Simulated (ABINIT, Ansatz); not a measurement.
Entries from a set of simulations; values are calculated unless marked as measured.

### LiCl (Fm-3m): one start, several treatments of the self-energy

Symmetry: Fm-3m, No. 225, cubic system. Conventional cell: a = 5.143 Å, b = 5.143 Å, c = 5.143 Å, α = 90.00°, β = 90.00°, γ = 90.00°. Nearest to Li lie 6 Cl at 2.57 Å. Nearest to Cl lie 6 Li at 2.57 Å. Farther neighbours, and contacts between anions beyond the nearest, are not listed.

```
Li Cl
1.0
     0.00000    2.57150    2.57150
     2.57150    0.00000    2.57150
     2.57150    2.57150    0.00000
Li Cl
1 1
Direct
  0.00000 0.00000 0.00000
  0.50000 0.50000 0.50000
```

```
method                             : RPA screening on PBE, plane waves, norm-conserving pseudopotentials (and 3 further levels or steps)
program                            : ABINIT 10.8.3
settings                           : cutoff 33 Ha, PseudoDojo scalar-relativistic 0.4.1 standard, norm-conserving, potential set dojo-sr-pbe-0.4.1-standard, ngkpt (6, 6, 6), nband 256, ecuteps 10.4 Ha, gwcalctyp 2, nfreqre 16, nfreqim 8, inclvkb 2, freqremax 40 eV, spmeth 1, nomegasf 120, shiftk (0, 0, 0), symchi 1, awtr 1, frequency cd, 6×6×6 k-mesh
cost                               : 8 runs, 16 min in all on 4 MPI ranks of Intel Xeon Platinum 8375C at 2.90GHz (Ice Lake), shared host
notes                              : The program’s warnings: Min real frequency set to default [Ha] =. The cell and positions come from the Crystallography Open Database and are kept as given unless a step says otherwise.
G0W0, Godby-Needs plasmon pole     : 9.030 eV
G0W0, Hybertsen-Louie plasmon pole : 9.308 eV
G0W0, Engel-Farid plasmon pole     : 9.226 eV
one-shot Hartree-Fock              : 15.058 eV
G0W0, contour deformation          : 9.002 eV
known limits                       : short of the basis limit
```

G0W0, Hybertsen-Louie plasmon pole: +0.278 eV against G0W0, Godby-Needs plasmon pole. G0W0, Engel-Farid plasmon pole: +0.196 eV against G0W0, Godby-Needs plasmon pole.

[Long decimals in the printed logs are rounded to 6 places.]

[Logs are printed without paths, hosts, clocks, repeated set-up lines and the standing remarks that a program may print on its own settings, such as how far it seeks lower states.]

[Paths, hosts, dates, memory and timing lines, banners, echoed tables and standing remarks are left out of the program output; an Ansatz launch command may be rebuilt from the run's recorded settings. Measured values are a selection of at most five: reports struck by readers or far from the other reports are left out. None is set beside runs whose start may be inverted or whose files or cutoffs have a known fault.]

[Runs of the session that timed out or met a known fault of the program may be left out.]

[Hosts, paths, dates, database ids (printed as entryN), source tags and the programs' standing remarks are cut or masked in the printed files.]

[G0W0 gaps are taken among the corrected bands and points alone; a level outside them can change the order at an edge.]

[Where Ansatz stands beside ABINIT at settings called matched, ABINIT's density can come from a denser mesh and the files from another edition; pairs whose starting gaps differed by over 0.03 eV were left out, so agreement reads better than it is.]
